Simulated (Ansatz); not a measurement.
# (KF)2(MgS)1 [001] superlattice, started as rocksalt type: from the cell to its phonons, part 2 of 2

Aim: the vibrations of (KF)2(MgS)1 [001] superlattice, started as rocksalt type, their spectra, and whether the structure is stable.

Ansatz 0.2.0; DFT LDA, scalar-relativistic, plane waves, PAW.

So far. Step 4 (Relaxing to small forces for the phonons): The largest force component left is 0.47 meV/Å and the pressure is -0.001 GPa, within the tolerances set. The cell now holds 16.96 Å³/atom. The relaxed cell has a = 3.586, c = 15.827 Å (conventional setting).

The structure was built from a prototype and need not be the compound's stable phase.

**5. Modes at Γ**

The zone centre is the only wavevector solved here; it holds the modes that light can see, as far as symmetry allows. The response to a homogeneous field gives the Born charges and the dielectric tensor, and its change with displacement the Raman tensors.

File input.yaml:

```yaml
crystal:
  lattice:
    - [2.5358935417, 2.5358935417, 0.0]
    - [-2.5358935417, 2.5358935417, 0.0]
    - [2.5358935417, 0.0, 7.9134483449]
  atoms:
    - { symbol: F, position: [0.514750962, 0.485249038, -0.029501924] }
    - { symbol: F, position: [0.8185823714, 0.1814176286, 0.3628352573] }
    - { symbol: K, position: [-0.0108135525, 0.0108135525, 0.021627105] }
    - { symbol: K, position: [0.3441468859, 0.6558531141, 0.3117062283] }
    - { symbol: Mg, position: [0.6666666667, 0.3333333333, 0.6666666667] }
    - { symbol: S, position: [0.1666666667, 0.8333333333, 0.6666666667] }
kpoints:
  mp_grid: { grid: [8, 8, 8] }
hamiltonian:
  xc: lda
scf:
  occupations: { method: fixed }
output:
  eigenvalues: true
phonons:
  method: dfpt
  dielectric: true
  rigid_motions: translations
  raman: true
```

Run with:

```console
ansatz run input.yaml --threads 8 --pin off --max-ram 14336MiB --backend cpu --events-out ev --progress --plain --runs-dir out
```

Numbers of over 12 decimals in the logs are rounded to 6 here.

Output:

```text
Warning: crystal.symmetry: narrowed to the stabiliser of the run's FFT grids — unitary ops 16 → 4. A phonons.method: dfpt run fills in the rows of the dynamical matrix that it does not solve by its symmetry operations, which is exact only for operations that map its FFT grids onto themselves: filled in by any other, the frequencies could depend on the order in which like atoms are typed, or, by more than the grids' own error, on where the crystal sits among the grids' points. Excluded: 12 operations. The run can therefore solve more perturbations, solve them on more k-points, or both, and cost more. [rest of the remark cut]
[...]
Crystal: 6 atoms, lattice volume = 101.779 Å³
Basis set: ecut = 420 eV, 1971 PW (Γ), exchange–correlation on 48×48×120 points (8 copies of the dense FFT grid, shifted against one another)
Bands: 30, of which v1, the nominal top of the filled ones, is band 24 counted from 1 (23 counted from 0)
Symmetry: 16 space group operations
k-points: 260 of 512 (irreducible under 1 space group operation, time reversal used)
[...]
SCF iter   1: F=—  HF=-7359.172639 eV  |F-HF|=—  |Δ(HF+E_count)|=         —  Δρ=1.41e-2  dr2=1.47e-1  ethr=1.77e-3  ⟨swp⟩=4.8  Hψ=30329  notcnv=0  defer=789
[...]
SCF iter   9: F=-7359.126457 eV  HF=-7359.126457 eV  |F-HF|=1.09e-11  |Δ(HF+E_count)|=  3.64e-11  Δρ=1.85e-7  dr2=3.14e-11  ethr=1.00e-12  ⟨swp⟩=13.0  Hψ=55307  notcnv=0
SCF 1 converged in 9 iterations: F = -7359.126457 eV  dr2 = 3.14e-11
[...]
NSCF: frozen V_eff on 3 k-points
DFPT response loops at Γ: preconditioner auto → Resta (q_TF=auto, 2.407 Å⁻¹)  ε∞=4.4 (no band partly filled); β = 1.00, the filter's whole step (`scf.mixing.beta` (0.50) is not read by the response loops at its default; to damp them type it under 1.00, their step now; it binds the ground state too); Broyden in place of MSR1
── the response to a field inside a basis, on 12×12×8 k-points: an SCF that follows is theirs, and a resumed run solves both again ──
Bands: 25, of which v1, the nominal top of the filled ones, is band 24 counted from 1 (23 counted from 0)
k-points: 312 of 1152 (irreducible under 4 space group operations)
[...]
Eigensolver: Dense (312 Hₖ)
SCF iter   1: F=—  HF=-7359.110463 eV  |F-HF|=—  |Δ(HF+E_count)|=         —  Δρ=4.88e-4  dr2=5.67e-5  ethr=1.00e-1
[...]
SCF iter   6: F=-7359.110439 eV  HF=-7359.110439 eV  |F-HF|=1.82e-12  |Δ(HF+E_count)|=  1.76e-10  Δρ=1.96e-7  dr2=3.64e-11  ethr=1.73e-12
SCF 1 converged in 6 iterations: F = -7359.110439 eV  dr2 = 3.64e-11
[...]
SCF converged after 9 iterations
Free energy (F): -7359.126457 eV
[...]
Internal energy: -7359.126457 eV  (E = F + TS)
E sigma→0 (E₀):  -7359.126457 eV
Fermi energy:    5.562842 eV
[...]
--- Band table (eV; the first three rows and the last of 260) ---
  k-point 0: bands = [... 20 lower, 2.1872, 4.5970, 5.2370, 5.2370, 8.6583, 10.3593, 10.4858, 10.9864, ... 2 higher]
  k-point 1: bands = [... 20 lower, 2.1854, 4.5359, 5.2354, 5.2354, 8.7420, 10.3057, 10.3766, 11.0917, ... 2 higher]
  k-point 2: bands = [... 20 lower, 2.1800, 4.3908, 5.2315, 5.2315, 8.9594, 10.1383, 10.2112, 11.3371, ... 2 higher]
  k-point 259: bands = [... 20 lower, 2.0594, 2.9834, 2.9975, 5.3815, 8.8997, 10.1789, 10.8534, 11.6932, ... 2 higher]
--- Phonons (Γ-DFPT): 12 representative perturbations + reference, on 260 of 512 k-points (Σ response iterations 38) ---
  ASR residual: 1.682e-4 → 0.000e0 eV/Å²; symmetrization residual: 1.621e-5 eV/Å²
  The last average, over the group as it would stand without the narrowing to the FFT grids, took up to 4.724e-6 eV/Å² of the zone centre's force constants
  ASR residual per site (eV/Å²): 1.17e-4 1.17e-4 5.58e-5 5.58e-5 1.79e-5 1.68e-4
  Γ frequencies (cm⁻¹): -147.84 0.00 0.00 0.00 83.22 83.22 100.94 100.94 156.23 222.60 232.19 232.19 232.46 232.46 240.19 276.64 276.64 296.11
  ε∞ (high-frequency dielectric tensor):
        3.259574    -0.000000     0.000000
       -0.000000     3.259574     0.000000
        0.000000     0.000000     2.832258
  softest optical mode at Γ: -147.84 cm⁻¹; the repairs (sum rule, projections) moved no ω² at Γ by more than (2.68 cm⁻¹)²
  Born effective charges Z* (e; rows j = field, columns β = displacement):
    site 0:
        -1.23654    0.00000   -0.00000
        -0.00000   -1.23654   -0.00000
         0.00000   -0.00000   -1.45892
    site 1:
        -1.23654    0.00000   -0.00000
        -0.00000   -1.23654    0.00000
        -0.00000    0.00000   -1.45892
    site 2:
         1.12552    0.00000   -0.00000
        -0.00000    1.12552   -0.00000
        -0.00000   -0.00000    1.28212
    site 3:
         1.12552    0.00000    0.00000
        -0.00000    1.12552   -0.00000
         0.00000   -0.00000    1.28212
    site 4:
         2.50970    0.00000    0.00000
        -0.00000    2.50970   -0.00000
        -0.00000   -0.00000    1.40443
    site 5:
        -2.28765   -0.00000    0.00000
         0.00000   -2.28765   -0.00000
        -0.00000   -0.00000   -1.05082
  Z* charge neutrality: 4.059e-3 e pre-enforcement
  solved inside a basis spanned on kpoints, on 12×12×8 k-points: ε∞ is read to err by 1.1e-2, Z* by 1.2e-2 e (field_mesh: kpoints solves on kpoints); Z* is corrected for what the basis lacks
  Raman tensors (in the event stream and the table raman_tensors.tsv): an entry may err by 1.5e-1 Å², one of the second-order susceptibility by 8.2e-20 pm/V (basis, points and sum rule); their sum over the sites missed zero by 1.110e-16 Å² ahead of its enforcement
  optical modes at Γ without the LO–TO term, one row a degenerate level:
      ω (cm⁻¹)  modes    IR ((D/Å)²/amu)  static Raman (Å⁴/amu)  depolarisation
       -147.84      1             6.8877                 0.0000               —
         83.22      2             0.0000                 0.4770           0.750
        100.94      2             0.6238                 0.0000               —
        156.23      1             0.0000                 5.5470           0.669
        222.60      1             1.4388                 0.0000               —
        232.19      2             0.0000                 0.0135           0.750
        232.46      2            10.9565                 0.0000               —
        240.19      1             0.0000                 2.9523           0.406
        276.64      2            18.3263                 0.0000               —
        296.11      1             1.4498                 0.0000               —
  optical modes at Γ + LO–TO along q̂ = [1.0000, 0.0000, 0.0000]:
      ω (cm⁻¹)  modes    IR ((D/Å)²/amu)  static Raman (Å⁴/amu)  depolarisation
       -147.84      1             6.8877                 0.0000               —
         83.22      2             0.0000                 0.4770           0.750
        100.94      1             0.3119                 0.0000               —
        104.54      1             0.0419                 0.0000               —
        156.23      1             0.0000                 5.5470           0.669
        222.60      1             1.4388                 0.0000               —
        232.19      2             0.0000                 0.0135           0.750
        232.46      1             5.4783                 0.0000               —
        240.19      1             0.0000                 2.9523           0.406
        247.63      1             0.1692                 0.0000               —
        276.64      1             9.1631                 0.0000               —
        296.11      1             1.4498                 0.0000               —
        405.76      1            14.7422                 0.0000               —
  optical modes at Γ + LO–TO along q̂ = [0.0000, 1.0000, 0.0000]:
      ω (cm⁻¹)  modes    IR ((D/Å)²/amu)  static Raman (Å⁴/amu)  depolarisation
       -147.84      1             6.8877                 0.0000               —
         83.22      2             0.0000                 0.4770           0.750
        100.94      1             0.3119                 0.0000               —
        104.54      1             0.0419                 0.0000               —
        156.23      1             0.0000                 5.5470           0.669
        222.60      1             1.4388                 0.0000               —
        232.19      2             0.0000                 0.0135           0.750
        232.46      1             5.4783                 0.0000               —
        240.19      1             0.0000                 2.9523           0.406
        247.63      1             0.1692                 0.0000               —
        276.64      1             9.1631                 0.0000               —
        296.11      1             1.4498                 0.0000               —
        405.76      1            14.7422                 0.0000               —
  optical modes at Γ + LO–TO along q̂ = [0.0000, 0.0000, 1.0000]:
      ω (cm⁻¹)  modes    IR ((D/Å)²/amu)  static Raman (Å⁴/amu)  depolarisation
         83.22      2             0.0000                 0.4770           0.750
        100.94      2             0.6238                 0.0000               —
        116.31      1             2.6577                 0.0000               —
        156.23      1             0.0000                 5.5470           0.669
        232.19      2             0.0000                 0.0135           0.750
        232.46      2            10.9565                 0.0000               —
        240.19      1             0.0000                 2.9523           0.406
        250.01      1             1.5437                 0.0000               —
        276.64      2            18.3263                 0.0000               —
        334.18      1             5.5748                 0.0000               —
```

Wall time 35 min (8 threads of Arm Neoverse N1, shared host); peak memory 4.7 GiB.

Numbers from this step:

* sum-rule residual before enforcement: 1.68e-4 eV/Å²
* miss of the charge sum rule: 0.004059 e
* estimated error of the dielectric tensor: 0.01074
* estimated error of the Born charges: 0.01180 e
* point group: 4/mmm
* highest optical mode at the zone centre (no LO-TO term): 296.1 cm⁻¹
* lowest optical zone-centre mode: -147.8 cm⁻¹
* mean high-frequency dielectric constant: 3.117
* largest Born charge (third of the trace): 2.141 e
* top of the zone-centre spectrum with the field: 405.8 cm⁻¹

Without the LO-TO term. Patterns of degenerate modes are one choice out of their space. The modes at Γ (shares of kinetic energy by element, %) (negative means imaginary):

| mode | frequency (cm⁻¹) | symmetry | F % | K % | Mg % | S % |
| --- | --- | --- | --- | --- | --- | --- |
| 1 | -147.8 | A2u | 46 | 0 | 53 | 0 |
| 2 | 0.0 | acoustic | 22 | 45 | 14 | 19 |
| 3 | 0.0 | acoustic | 22 | 45 | 14 | 19 |
| 4 | 0.0 | acoustic | 22 | 45 | 14 | 19 |
| 5 | 83.2 | Eg | 24 | 76 | 0 | 0 |
| 6 | 83.2 | Eg | 24 | 76 | 0 | 0 |
| 7 | 100.9 | Eu | 1 | 35 | 23 | 41 |
| 8 | 100.9 | Eu | 1 | 35 | 23 | 41 |
| 9 | 156.2 | A1g | 70 | 30 | 0 | 0 |
| 10 | 222.6 | A2u | 30 | 37 | 32 | 2 |
| 11 | 232.2 | Eg | 76 | 24 | 0 | 0 |
| 12 | 232.2 | Eg | 76 | 24 | 0 | 0 |
| 13 | 232.5 | Eu | 77 | 19 | 2 | 2 |
| 14 | 232.5 | Eu | 77 | 19 | 2 | 2 |
| 15 | 240.2 | A1g | 30 | 70 | 0 | 0 |
| 16 | 276.6 | Eu | 0 | 0 | 61 | 39 |
| 17 | 276.6 | Eu | 0 | 0 | 61 | 39 |
| 18 | 296.1 | A2u | 2 | 17 | 1 | 80 |

Displacements in mode 1 (-147.8 cm⁻¹), the largest set to 1:
```
F1   0.00  0.00 -0.75
F2   0.00  0.00 -0.75
K3   0.00  0.00  0.05
K4   0.00  0.00  0.05
Mg5  0.00  0.00  1.00
S6   0.00  0.00  0.01
```

Displacements in mode 6 (83.2 cm⁻¹), the largest set to 1:
```
F1   0.81 -0.54  0.00
F2  -0.81  0.54  0.00
K3   1.00 -0.67  0.00
K4  -1.00  0.67  0.00
Mg5  0.00  0.00  0.00
S6   0.00  0.00  0.00
```

Optical modes at the zone centre, without and with the macroscopic field of the longitudinal modes; each column is sorted by frequency, so a row need not hold one and the same mode. Modes with and without the field, by row:

| rank among optical modes | no field (cm⁻¹) | q along (1, 0, 0) (cm⁻¹) | q along (0, 0, 1) (cm⁻¹) |
| --- | --- | --- | --- |
| 1 | -147.8 | -147.8 | 83.2 |
| 2 | 83.2 | 83.2 | 83.2 |
| 3 | 83.2 | 83.2 | 100.9 |
| 4 | 100.9 | 100.9 | 100.9 |
| 5 | 100.9 | 104.5 | 116.3 |
| 6 | 156.2 | 156.2 | 156.2 |
| 7 | 222.6 | 222.6 | 232.2 |
| 8 | 232.2 | 232.2 | 232.2 |
| 9 | 232.2 | 232.2 | 232.5 |
| 10 | 232.5 | 232.5 | 232.5 |
| 11 | 232.5 | 240.2 | 240.2 |
| 12 | 240.2 | 247.6 | 250 |
| 13 | 276.6 | 276.6 | 276.6 |
| 14 | 276.6 | 296.1 | 276.6 |
| 15 | 296.1 | 405.8 | 334.2 |

Born charge (rows field, columns displacement) (e), principal values of the symmetric part by kind of site:

| atom | atoms with these values | low | middle | high | mean |
| --- | --- | --- | --- | --- | --- |
| F1 | 2 | -1.46 | -1.24 | -1.24 | -1.31 |
| K3 | 2 | 1.13 | 1.13 | 1.28 | 1.18 |
| Mg5 | 1 | 1.40 | 2.51 | 2.51 | 2.14 |
| S6 | 1 | -2.29 | -2.29 | -1.05 | -1.88 |

In full for Mg5:

```
2.51 0.00 0.00
0.00 2.51 0.00
0.00 0.00 1.40
```

High-frequency dielectric tensor:

```
3.26 0.00 0.00
0.00 3.26 0.00
0.00 0.00 2.83
```

Transverse modes; imaginary modes are left out. Infrared lines, with heights relative to the strongest:

| position (cm⁻¹) | lines merged | relative intensity |
| --- | --- | --- |
| 83 | 1 | 0.0 |
| 101 | 1 | 3.4 |
| 156 | 1 | 0.0 |
| 223 | 1 | 7.9 |
| 232 | 2 | 60 |
| 240 | 1 | 0.0 |
| 277 | 1 | 100 |
| 296 | 1 | 7.9 |

Activity x (w_L - w)^4 (n + 1)/w, 532 nm, 300 K; imaginary modes are left out; modes without the macroscopic field alone. Raman lines, with heights relative to the strongest:

| position (cm⁻¹) | lines merged | relative intensity |
| --- | --- | --- |
| 83 | 1 | 26 |
| 101 | 1 | 0.0 |
| 156 | 1 | 100 |
| 223 | 1 | 0.0 |
| 232 | 2 | 0.1 |
| 240 | 1 | 26 |
| 277 | 1 | 0.0 |
| 296 | 1 | 0.0 |

Before it was imposed, the acoustic sum rule was missed by 1.7e-4 eV/Å² and the charge sum rule by 0.0041 e. Small misses are needed for a sound result but don't prove that mesh and cutoff are converged. The lowest optical mode is imaginary, 147.8i cm⁻¹, so the energy falls along it.

**6. Another isotope, element K, natural mass 39.0983 amu**

An isotope changes the mass and not the force constants, so no new electronic calculation is needed; the shifts show which modes move this element.

The same force constants with the mass of K changed from 39.098 to 40.962 u (phonopy, no LO-TO term). Both lists are sorted by frequency; levels can cross, so a row need not hold one and the same mode. Modes under 3 cm⁻¹ are left out. Isotope shifts, by row:

| q | rank | natural mass (cm⁻¹) | changed mass (cm⁻¹) |
| --- | --- | --- | --- |
| 0 0 0 | 1 | -147.8 | -147.8 |
| 0 0 0 | 5 | 83.22 | 81.76 |
| 0 0 0 | 6 | 83.22 | 81.76 |
| 0 0 0 | 7 | 100.9 | 100.1 |
| 0 0 0 | 8 | 100.9 | 100.1 |
| 0 0 0 | 9 | 156.2 | 155.1 |
| 0 0 0 | 10 | 222.6 | 220.7 |
| 0 0 0 | 11 | 232.2 | 230.9 |
| 0 0 0 | 12 | 232.2 | 230.9 |
| 0 0 0 | 13 | 232.5 | 231.4 |
| 0 0 0 | 14 | 232.5 | 231.4 |
| 0 0 0 | 15 | 240.2 | 236.4 |
| 0 0 0 | 16 | 276.6 | 276.6 |
| 0 0 0 | 17 | 276.6 | 276.6 |
| 0 0 0 | 18 | 296.1 | 295 |

A mode of this element alone would shift by -2.30 %. The highest zone-centre frequency without the field goes from 296.1 to 295.0 cm⁻¹ (-0.4 %).

**7. Isotope substitution, element Mg, natural mass 24.305 amu**

The same for Mg, from 24.30 to 25.98 u.

The same force constants with the mass of Mg changed from 24.305 to 25.983 u (phonopy, no LO-TO term). Both lists are sorted by frequency; levels can cross, so a row need not hold one and the same mode. Modes under 3 cm⁻¹ are left out. Isotope shifts, by row:

| q | rank | natural mass (cm⁻¹) | changed mass (cm⁻¹) |
| --- | --- | --- | --- |
| 0 0 0 | 1 | -147.8 | -145.2 |
| 0 0 0 | 5 | 83.22 | 83.22 |
| 0 0 0 | 6 | 83.22 | 83.22 |
| 0 0 0 | 7 | 100.9 | 100.2 |
| 0 0 0 | 8 | 100.9 | 100.2 |
| 0 0 0 | 9 | 156.2 | 156.2 |
| 0 0 0 | 10 | 222.6 | 220.3 |
| 0 0 0 | 11 | 232.2 | 232.2 |
| 0 0 0 | 12 | 232.2 | 232.2 |
| 0 0 0 | 13 | 232.5 | 232.3 |
| 0 0 0 | 14 | 232.5 | 232.3 |
| 0 0 0 | 15 | 240.2 | 240.2 |
| 0 0 0 | 16 | 276.6 | 271.2 |
| 0 0 0 | 17 | 276.6 | 271.2 |
| 0 0 0 | 18 | 296.1 | 296 |

A mode of this element alone would shift by -3.28 %. The highest zone-centre frequency without the field goes from 296.1 to 296.0 cm⁻¹ (-0.0 %).

**8. Another isotope, element S, natural mass 32.06 amu**

The same for S, from 32.06 to 33.97 u.

The same force constants with the mass of S changed from 32.060 to 33.968 u (phonopy, no LO-TO term). Both lists are sorted by frequency; levels can cross, so a row need not hold one and the same mode. Modes under 3 cm⁻¹ are left out. Isotope shifts, by row:

| q | rank | natural mass (cm⁻¹) | changed mass (cm⁻¹) |
| --- | --- | --- | --- |
| 0 0 0 | 1 | -147.8 | -147.8 |
| 0 0 0 | 5 | 83.22 | 83.22 |
| 0 0 0 | 6 | 83.22 | 83.22 |
| 0 0 0 | 7 | 100.9 | 99.75 |
| 0 0 0 | 8 | 100.9 | 99.75 |
| 0 0 0 | 9 | 156.2 | 156.2 |
| 0 0 0 | 10 | 222.6 | 222.5 |
| 0 0 0 | 11 | 232.2 | 232.2 |
| 0 0 0 | 12 | 232.2 | 232.2 |
| 0 0 0 | 13 | 232.5 | 232.3 |
| 0 0 0 | 14 | 232.5 | 232.3 |
| 0 0 0 | 15 | 240.2 | 240.2 |
| 0 0 0 | 16 | 276.6 | 273.6 |
| 0 0 0 | 17 | 276.6 | 273.6 |
| 0 0 0 | 18 | 296.1 | 289.4 |

A mode of this element alone would shift by -2.85 %. The highest zone-centre frequency without the field goes from 296.1 to 289.4 cm⁻¹ (-2.3 %).

**9. Summary of results**

| Quantity | Value |
| --- | --- |
| space group after relaxation (within 0.01 Å) | I4/mmm |
| volume per atom | 17.0 Å³ |
| gap on the k-mesh | 3.10 eV |
| highest optical mode at the zone centre (no LO-TO term) | 296 cm⁻¹ |
| top of the zone-centre spectrum with the field | 406 cm⁻¹ |
| lowest optical zone-centre mode | -148 cm⁻¹ |
| mean high-frequency dielectric constant | 3.12 |
| largest Born charge (third of the trace) | 2.14 e |
| imaginary modes at Γ (the only wavevector solved) | yes |

**Reading.** A zone-centre mode is imaginary (147.8i cm⁻¹), so this structure is not a minimum of the energy. Without the field, the optical modes at Γ span -148 to 296 cm⁻¹ (negative means imaginary). No dispersion was computed. The highest mode in this list at Γ, 296.1 cm⁻¹, is mostly motion of S (80 % of the kinetic energy). With the macroscopic field of the longitudinal modes the top of the zone-centre spectrum lies at 406 cm⁻¹, against 296 cm⁻¹ without it. Among the real modes, the strongest infrared line is at 277 cm⁻¹. Averaged over orientations, the strongest Raman line at 532 nm and 300 K is at 156 cm⁻¹. The starting cell was built on a prototype and not taken from a measurement, so the phase need not exist. These are harmonic frequencies at zero temperature: anharmonic shifts, linewidths and thermal expansion are left out.

[Logs are printed without paths, hosts, clocks, repeated set-up lines and the standing remarks that a program may print on its own settings, such as how far it seeks lower states.]

[Hosts, paths, dates, database ids (printed as entryN), source tags and the programs' standing remarks are cut or masked in the printed files.]
